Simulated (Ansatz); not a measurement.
**SrCd (Pm-3m): from the cell to its phonons**

How does SrCd (Pm-3m) vibrate, and is this structure a minimum?

Method: DFT PBEsol, scalar-relativistic, plane waves, PAW; PAW set soft_1, in Ansatz 0.2.0.

Report form: the programs' logs are mostly left out.

## Step 1: The structure

Symmetry: Pm-3m, No. 221, cubic system. Conventional cell: a = 4.003 Å, b = 4.003 Å, c = 4.003 Å, α = 90.00°, β = 90.00°, γ = 90.00°. Sr has 8 Cd at 3.47 Å nearest. Nearest to Cd lie 8 Sr at 3.47 Å. Farther neighbours are not listed.

## Step 2: Relaxation

The cell and atoms are relaxed, since residual forces and stress would shift the frequencies.

input.yaml reads:

```yaml
crystal:
  lattice:
    - [4.003, 0.0, 0.0]
    - [0.0, 4.003, 0.0]
    - [0.0, 0.0, 4.003]
  atoms:
    - { symbol: Sr, position: [0.5, 0.5, 0.5] }
    - { symbol: Cd, position: [0.0, 0.0, 0.0] }
kpoints:
  mp_grid: { grid: [10, 10, 10] }
hamiltonian:
  xc: pbesol
  pseudopotentials: { kind: paw, azcp: { folder: soft_1 }, xc_functional: pbe }
scf:
  occupations: { method: gaussian, width: 0.1 }
output:
  forces: true
  stress: true
  eigenvalues: true
relax:
  adjacent_minimum: "off"
  f_tol: 0.005
  max_steps: 80
  cell: { stress_tol: 0.05 }
```

Command:

```bash
$ ansatz run input.yaml --threads 4 --pin off --max-ram 10240MiB --backend cpu --events-out ev --progress --plain --runs-dir out
```

Wall time 4.6 s (4 threads of Arm Neoverse V2, shared host); peak memory 0.38 GiB; 17 s of CPU time.

Relaxation path:

```csv
step,energy less that of the first step (eV),largest force component (eV/Å),pressure (GPa),volume (Å³)
1,0.0000,0.0000,-0.46,64.14
2,-0.0015,0.0000,-0.16,63.42
3,-0.0017,0.0000,0.00,63.04
4*,-0.0016,0.0000,0.00,63.04
```

Relaxation steps marked * repeat the geometry before them on a plane-wave basis chosen anew for their cell, so energy and pressure can jump there.

The run keeps the 48 symmetry operations that it works with, so distortions that break them were not tested.

```csv
"conventional cell, symmetrised",before,after,change
a (Å),4.003,3.980,-0.6 %
b (Å),4.003,3.980,-0.6 %
c (Å),4.003,3.980,-0.6 %
volume (Å³/atom),32.07,31.52,-1.7 %
```

Final coordinates:

```cif
data_structure
_symmetry_space_group_name_H-M 'P 1'
_symmetry_Int_Tables_number 1
_cell_length_a 3.9798
_cell_length_b 3.9798
_cell_length_c 3.9798
_cell_angle_alpha 90.000
_cell_angle_beta 90.000
_cell_angle_gamma 90.000
_cell_volume 63.04
loop_
_atom_site_label
_atom_site_type_symbol
_atom_site_fract_x
_atom_site_fract_y
_atom_site_fract_z
_atom_site_occupancy
Sr1 Sr 0.50000 0.50000 0.50000 1
Cd2 Cd 0.00000 0.00000 0.00000 1
```

This step gave:

```yaml
pressure: 0.004087 GPa
volume_per_atom: 31.52 Å³
gap_on_the_k_mesh: 0 eV
```

In this step the volume went from 32.07 to 31.52 Å³/atom.

## Step 3: Relaxing to small forces for the phonons

Phonons need a cell at rest on their own settings, so the relaxation is repeated with tight tolerances on forces and stress, using the mesh and the filling of the phonon run that follows.

input.yaml, the sections that differ from step 2:

```yaml
crystal:
  lattice:
    - [3.9798337051, 0.0, 0.0]
    - [0.0, 3.9798337051, 0.0]
    - [0.0, 0.0, 3.9798337051]
  atoms:
    - { symbol: Sr, position: [0.5, 0.5, 0.5] }
    - { symbol: Cd, position: [0.0, 0.0, 0.0] }
kpoints:
  mp_grid: { grid: [12, 12, 12] }
scf:
  occupations: { method: methfessel_paxton, width: 0.2 }
relax:
  adjacent_minimum: "off"
  f_tol: 0.001
  max_steps: 60
  cell: { stress_tol: 0.01 }
# hamiltonian, output: as in step 2
```

The job ended after 6.4 s (4 threads; peak memory 0.4 GiB).

The steps of the relaxation:

| step | energy less that of the first step (eV) | largest force component (eV/Å) | pressure (GPa) | volume (Å³) |
| --- | --- | --- | --- | --- |
| 1 | 0.0000 | 0.0000 | -0.09 | 63.04 |
| 2 | -0.0001 | 0.0000 | -0.03 | 62.90 |
| 3 | -0.0001 | 0.0000 | 0.00 | 62.84 |
| 4* | -0.0001 | 0.0000 | 0.00 | 62.84 |

Relaxation steps marked * repeat the geometry before them on a plane-wave basis chosen anew for their cell, so energy and pressure can jump there.

Forces are held to the 48 operations that the run works with; a distortion that breaks them can't arise in this run.

| conventional cell, symmetrised | before | after | change |
| --- | --- | --- | --- |
| a (Å) | 3.980 | 3.976 | -0.1 % |
| b (Å) | 3.980 | 3.976 | -0.1 % |
| c (Å) | 3.980 | 3.976 | -0.1 % |
| volume (Å³/atom) | 31.52 | 31.42 | -0.3 % |

The relaxed structure:

```xyz
2
Lattice="3.9757 0.0000 0.0000 0.0000 3.9757 0.0000 0.0000 0.0000 3.9757" Properties=species:S:1:pos:R:3 pbc="T T T"
Sr    1.9879    1.9879    1.9879
Cd    0.0000    0.0000    0.0000
```

Numbers from this step:

* pressure: 5.29e-5 GPa
* volume per atom: 31.42 Å³

The forces vanish by symmetry and the pressure is 0.000 GPa, within the tolerances set. The cell now holds 31.42 Å³/atom.

## Step 4: Zone-centre response

The zone centre comes first: it holds the modes that light can see, as far as symmetry allows. No field response is asked, since the mesh shows no gap.

input.yaml, the sections that differ from step 3:

```yaml
crystal:
  lattice:
    - [3.9757347763, 0.0, 0.0]
    - [0.0, 3.9757347763, 0.0]
    - [0.0, 0.0, 3.9757347763]
  atoms:
    - { symbol: Sr, position: [0.5, 0.5, 0.5] }
    - { symbol: Cd, position: [0.0, 0.0, 0.0] }
output:
  eigenvalues: true
phonons:
  method: dfpt
# kpoints, hamiltonian, scf: as in step 3
# relax: removed
```

It took 18 s on 4 threads; peak memory 0.81 GiB.

This step gave:

* sum-rule residual before enforcement: 2.11e-4 eV/Å²
* point group: m-3m
* highest optical mode at the zone centre (no LO-TO term): 106.0 cm⁻¹
* lowest optical zone-centre mode: 106.0 cm⁻¹

Patterns of degenerate modes are one choice out of their space. Modes at Γ, with each element's share of the kinetic energy:

| mode | frequency (cm⁻¹) | symmetry | Sr % | Cd % |
| --- | --- | --- | --- | --- |
| 1 | 0.0 | acoustic | 44 | 56 |
| 2 | 0.0 | acoustic | 44 | 56 |
| 3 | 0.0 | acoustic | 44 | 56 |
| 4 | 106.0 | T1u | 56 | 44 |
| 5 | 106.0 | T1u | 56 | 44 |
| 6 | 106.0 | T1u | 56 | 44 |

Displacements in mode 4 (106.0 cm⁻¹), the largest set to 1:
```
Sr1  0.00  0.00  1.00
Cd2  0.00  0.00 -0.78
```

Before it was imposed, the acoustic sum rule was missed by 2.1e-4 eV/Å². Small misses are needed for a sound result but don't prove that mesh and cutoff are converged. The lowest optical mode is real, 106 cm⁻¹.

## Step 5: Response at finite wavevector

Stability and thermal properties need the whole zone. Linear response on a 4×4×4 q mesh gives force constants as far as a supercell of that size would.

Changes to input.yaml since step 4:

```diff
@@ -19 +19,8 @@
   method: dfpt
+  qmesh: [4, 4, 4]
+  temperatures: { t_max: 1000, t_step: 50 }
+  qpath:
+    path:
+      - [[0.0, 0.0, 0.0], [0.0, 0.5, 0.0], [0.5, 0.5, 0.0], [0.0, 0.0, 0.0], [0.5, 0.5, 0.5], [0.0, 0.5, 0.0]]
+      - [[0.5, 0.5, 0.5], [0.5, 0.5, 0.0]]
+    npoints: 10
```

Run time: 8.6 min. Hardware: 4 threads; peak memory 2.6 GiB.

This step gave:

* sum-rule residual before enforcement: 2.10e-4 eV/Å²
* lowest frequency on the path: 0 cm⁻¹
* highest frequency on the path or at a solved wavevector: 118.7 cm⁻¹
* mean frequency: 78.2 cm⁻¹
* Debye temperature (second moment): 154 K
* logarithmic mean frequency: 72.6 cm⁻¹
* lowest mode on the q mesh (acoustic modes at Γ apart): 32.22 cm⁻¹
* zero-point energy per atom: 14.55 meV
* heat capacity at 300 K: 24.61 J/(mol atoms K)
* vibrational entropy at 300 K: 51.43 J/(mol atoms K)

Frequencies (cm⁻¹) solved at each irreducible wavevector; negative means imaginary. Frequencies by wavevector, by row:

```csv
q in reciprocal lattice units,star,mode 1,mode 2,mode 3,mode 4,mode 5,mode 6
0 0 0,1,0,0,0,106,106,106
0 0 0.25,6,43,43,50.9,99.2,99.2,106.1
0 0 -0.5,3,60.1,73.5,73.5,82.5,82.5,109.3
0 0.25 0.25,12,32.2,55.5,68,93,99.5,111
0 0.25 -0.5,12,40,56.3,74.2,78.1,106.6,114.7
0 -0.5 -0.5,3,33,33,73.4,74.2,118.7,118.7
0.25 0.25 0.25,8,52,52,62.4,98.7,106.9,106.9
0.25 0.25 -0.5,12,38.6,56.6,68.5,102.1,102.5,114.9
0.25 -0.5 -0.5,6,46,46,66.1,96.9,117.9,117.9
-0.5 -0.5 -0.5,1,54.9,54.9,54.9,117.8,117.8,117.8
```

Interpolated from a 4×4×4 q mesh. Phonon branches along the path, in cm⁻¹:

| point | branch 1 | branch 2 | branch 3 | branch 4 | branch 5 | branch 6 |
| --- | --- | --- | --- | --- | --- | --- |
| Γ | 0 | 0 | 0 | 106 | 106 | 106 |
| halfway | 43 | 43 | 51 | 99 | 99 | 106 |
| X | 60 | 74 | 74 | 82 | 82 | 109 |
| halfway | 40 | 56 | 74 | 78 | 107 | 115 |
| M | 33 | 33 | 73 | 74 | 119 | 119 |
| halfway | 32 | 56 | 68 | 93 | 100 | 111 |
| Γ | 0 | 0 | 0 | 106 | 106 | 106 |
| halfway | 52 | 52 | 62 | 99 | 107 | 107 |
| R | 55 | 55 | 55 | 118 | 118 | 118 |
| halfway | 39 | 57 | 68 | 102 | 102 | 115 |
| X | 60 | 74 | 74 | 82 | 82 | 109 |
| jump to R | 55 | 55 | 55 | 118 | 118 | 118 |
| halfway | 46 | 46 | 66 | 97 | 118 | 118 |
| M | 33 | 33 | 73 | 74 | 119 | 119 |

The phonon density of states has structure finer than the step of the table below, so its rows give means over 5 cm⁻¹, whole bins alone (the curve runs from 0.5 to 118 cm⁻¹). Peaks (cm⁻¹: height): 38.5: 0.101, 53.5: 0.0805, 68.5: 0.135, 92.5: 0.0948, 116.5: 0.140.

Tetrahedra on a 16×16×16 mesh, mean over bins of 1 cm-1. Interpolated from a 4×4×4 q mesh. Phonon density of states against wavenumber; means over each step:

wavenumber (cm⁻¹), phonon density of states (1/cm⁻¹/cell) and a bar:
```
        5      0.000 
       10      0.001 
       15      0.002 
       20      0.004 #
       25      0.006 #
       30      0.012 ###
       35      0.053 ############
       40      0.086 ###################
       45      0.059 #############
       50      0.061 ##############
       55      0.069 ################
       60      0.055 ############
       65      0.079 ##################
       70      0.101 #######################
       75      0.017 ####
       80      0.018 ####
       85      0.034 ########
       90      0.053 ############
       95      0.071 ################
      100      0.074 #################
      105      0.076 #################
      110      0.122 ############################
      115      0.132 ##############################
```

The partial phonon density of states has structure finer than the step of the table below, so its rows give means over 5 cm⁻¹, whole bins alone (the curve runs from -10 to 132 cm⁻¹). Peaks (cm⁻¹: height): Cd 39.1: 0.0657, 67.7: 0.0942, 107.9: 0.0194; Sr 39.1: 0.0200, 113.3: 0.113.

Phonopy on the run's constants, 15x15x15 mesh, Gaussian sigma 2.0 cm-1. Interpolated from a 4×4×4 q mesh. Partial phonon density of states against wavenumber; means over each step; values in 1/cm⁻¹/cell:

```csv
wavenumber (cm⁻¹),Cd,Sr
-5,1.2e-5,9.1e-6
0,7.8e-5,6.3e-5
5,3.8e-5,3.0e-5
10,5.8e-4,4.4e-4
15,0.00119,8.8e-4
20,0.00230,0.00161
25,0.00404,0.00270
30,0.0103,0.00509
35,0.0413,0.0132
40,0.0608,0.0181
45,0.0477,0.0120
50,0.0521,0.0105
55,0.0544,0.0103
60,0.0485,0.00895
65,0.0715,0.00870
70,0.0807,0.00777
75,0.0231,0.00760
80,0.00349,0.0162
85,0.00620,0.0270
90,0.0109,0.0424
95,0.0137,0.0550
100,0.0152,0.0576
105,0.0169,0.0642
110,0.0184,0.0988
115,0.0135,0.103
120,0.00329,0.0275
125,4.4e-5,3.4e-4
```

Second derivatives of the energy by pair, one row for each kind of neighbour of each atom listed. Each entry sums the pair over the periodic images of the supercell that the q mesh stands for, and in a polar crystal it holds the long-range dipole part too. Force constants by pair, by row:

| atom | neighbour | distance (Å) | third of the trace (eV/Å²) | along the pair's line (eV/Å²) |
| --- | --- | --- | --- | --- |
| Sr1 | itself | 0 | 3.041 | – |
| Sr1 | Cd | 3.443 | -0.241 | -0.6792 |
| Sr1 | Sr | 3.976 | -0.1735 | -0.4923 |
| Sr1 | Sr | 5.623 | 0.0169 | 0.0459 |
| Sr1 | Cd | 6.593 | -0.0059 | -0.0178 |
| Sr1 | Sr | 6.886 | -0.0174 | -0.0684 |
| Cd2 | itself | 0 | 1.802 | – |
| Cd2 | Sr | 3.443 | -0.241 | -0.6792 |
| Cd2 | Cd | 3.976 | 0.0758 | 0.2163 |
| Cd2 | Cd | 5.623 | -0.0093 | -0.0152 |
| Cd2 | Sr | 6.593 | -0.0059 | -0.0178 |
| Cd2 | Cd | 6.886 | -0.0058 | -0.0301 |

Harmonic thermodynamic functions per atom, from the density of states. Interpolated from a 4×4×4 q mesh. Thermodynamic functions, by row:

```
T (K)  F_vib (meV/atom)  S (J/mol-atom/K)  C_V (J/mol-atom/K)
    0             14.55                 0                   0
   50             12.41             11.57               16.51
  100              2.62             25.29               22.24
  200            -32.85             41.52               24.22
  300            -81.35             51.43               24.61
  400            -138.5             58.54               24.76
  500            -202.2             64.07               24.82
  600              -271              68.6               24.86
  700            -344.1             72.43               24.88
  800            -420.9             75.75               24.89
  900              -501             78.69                24.9
 1000            -583.9             81.31               24.91
```

Harmonic mean-square displacement, third of the trace. Interpolated from a 4×4×4 q mesh. Mean square displacements, by row:

| T (K) | Sr1 U_eq (Å²) | Cd2 U_eq (Å²) |
| --- | --- | --- |
| 0 | 0.00232 | 0.00272 |
| 100 | 0.0054 | 0.00825 |
| 300 | 0.01502 | 0.02379 |
| 600 | 0.02982 | 0.04741 |

Symmetry leaves 10 wavevectors to solve. The lowest mode among them, the acoustic zeros apart, lies at q = (0, 0.25, 0.25) and is real, 32.2 cm⁻¹.

## Step 6: Isotope substitution, element Cd, natural mass 112.414 amu

An isotope changes the mass and not the force constants, so no new electronic calculation is needed; the shifts show which modes move this element.

The same force constants with the mass of Cd changed from 112.414 to 115.905 u (phonopy, no LO-TO term). Both lists are sorted by frequency; levels can cross, so a row need not hold one and the same mode. Modes under 3 cm⁻¹ are left out. Isotope shifts, by row:

```csv
q,rank,natural mass (cm⁻¹),changed mass (cm⁻¹)
0 0 0,4,106,105.3
0 0 0,5,106,105.3
0 0 0,6,106,105.3
0 0 0.25,1,42.95,42.57
0 0 0.25,2,42.95,42.57
0 0 0.25,3,50.9,50.3
0 0 0.25,4,99.19,98.57
0 0 0.25,5,99.19,98.57
0 0 0.25,6,106.1,105.7
0 0 -0.5,1,60.06,59.15
0 0 -0.5,2,73.49,72.38
0 0 -0.5,3,73.49,72.38
0 0 -0.5,4,82.45,82.45
0 0 -0.5,5,82.45,82.45
0 0 -0.5,6,109.3,109.3
0 0.25 0.25,1,32.22,31.87
0 0.25 0.25,2,55.52,55.02
0 0.25 0.25,3,68.01,66.97
0 0.25 0.25,4,92.96,92.39
0 0.25 0.25,5,99.5,99.5
0 0.25 0.25,6,111,110.5
```

A mode of this element alone would shift by -1.52 %. The highest zone-centre frequency without the field goes from 106.0 to 105.3 cm⁻¹ (-0.7 %). The product of the frequency ratios over all optical modes at Γ is 0.980; the product rule, (m/m′)^(3k/2) (M′/M)^(3/2) with k = 1 such atoms and M the mass of the cell, gives 0.980.

## Step 7: Another isotope, element Sr, natural mass 87.62 amu

The same for Sr, from 87.62 to 85.91 u.

A mode of this element alone would shift by +0.99 %. The highest zone-centre frequency without the field goes from 106.0 to 106.6 cm⁻¹ (+0.6 %). The product of the frequency ratios over all optical modes at Γ is 1.017; the product rule, (m/m′)^(3k/2) (M′/M)^(3/2) with k = 1 such atoms and M the mass of the cell, gives 1.017.

## Step 8: Summary of results

- space group after relaxation (within 0.01 Å): Pm-3m
- volume per atom: 31.4 Å³
- electronic character: no gap on this mesh
- highest optical mode at the zone centre (no LO-TO term): 106 cm⁻¹
- lowest optical zone-centre mode: 106 cm⁻¹
- lowest mode on the q mesh (acoustic modes at Γ apart): 32.2 cm⁻¹
- highest frequency on the path or at a solved wavevector: 119 cm⁻¹
- zero-point energy per atom: 14.6 meV
- heat capacity at 300 K: 24.6 J/(mol atoms K)
- vibrational entropy at 300 K: 51.4 J/(mol atoms K)
- Debye temperature (second moment): 154 K
- imaginary modes on the 4×4×4 q mesh: none

What this shows: The structure is a minimum as far as tested: no mode is imaginary at the 10 irreducible wavevectors of the 4×4×4 mesh, and the softest away from the acoustic zeros lies at 32 cm⁻¹. The optical modes at Γ form one degenerate level at 106 cm⁻¹. With no gap, or one that is small against the smearing, the frequencies hang on the k mesh and the smearing, most of all near Kohn anomalies. The PAW files were made for PBE and serve the other functionals too. These are harmonic frequencies at zero temperature: anharmonic shifts, linewidths and thermal expansion are left out.

[Logs are printed without paths, hosts, clocks, repeated set-up lines and the standing remarks that a program may print on its own settings, such as how far it seeks lower states.]

[Hosts, paths, dates, database ids (printed as entryN), source tags and the programs' standing remarks are cut or masked in the printed files.]
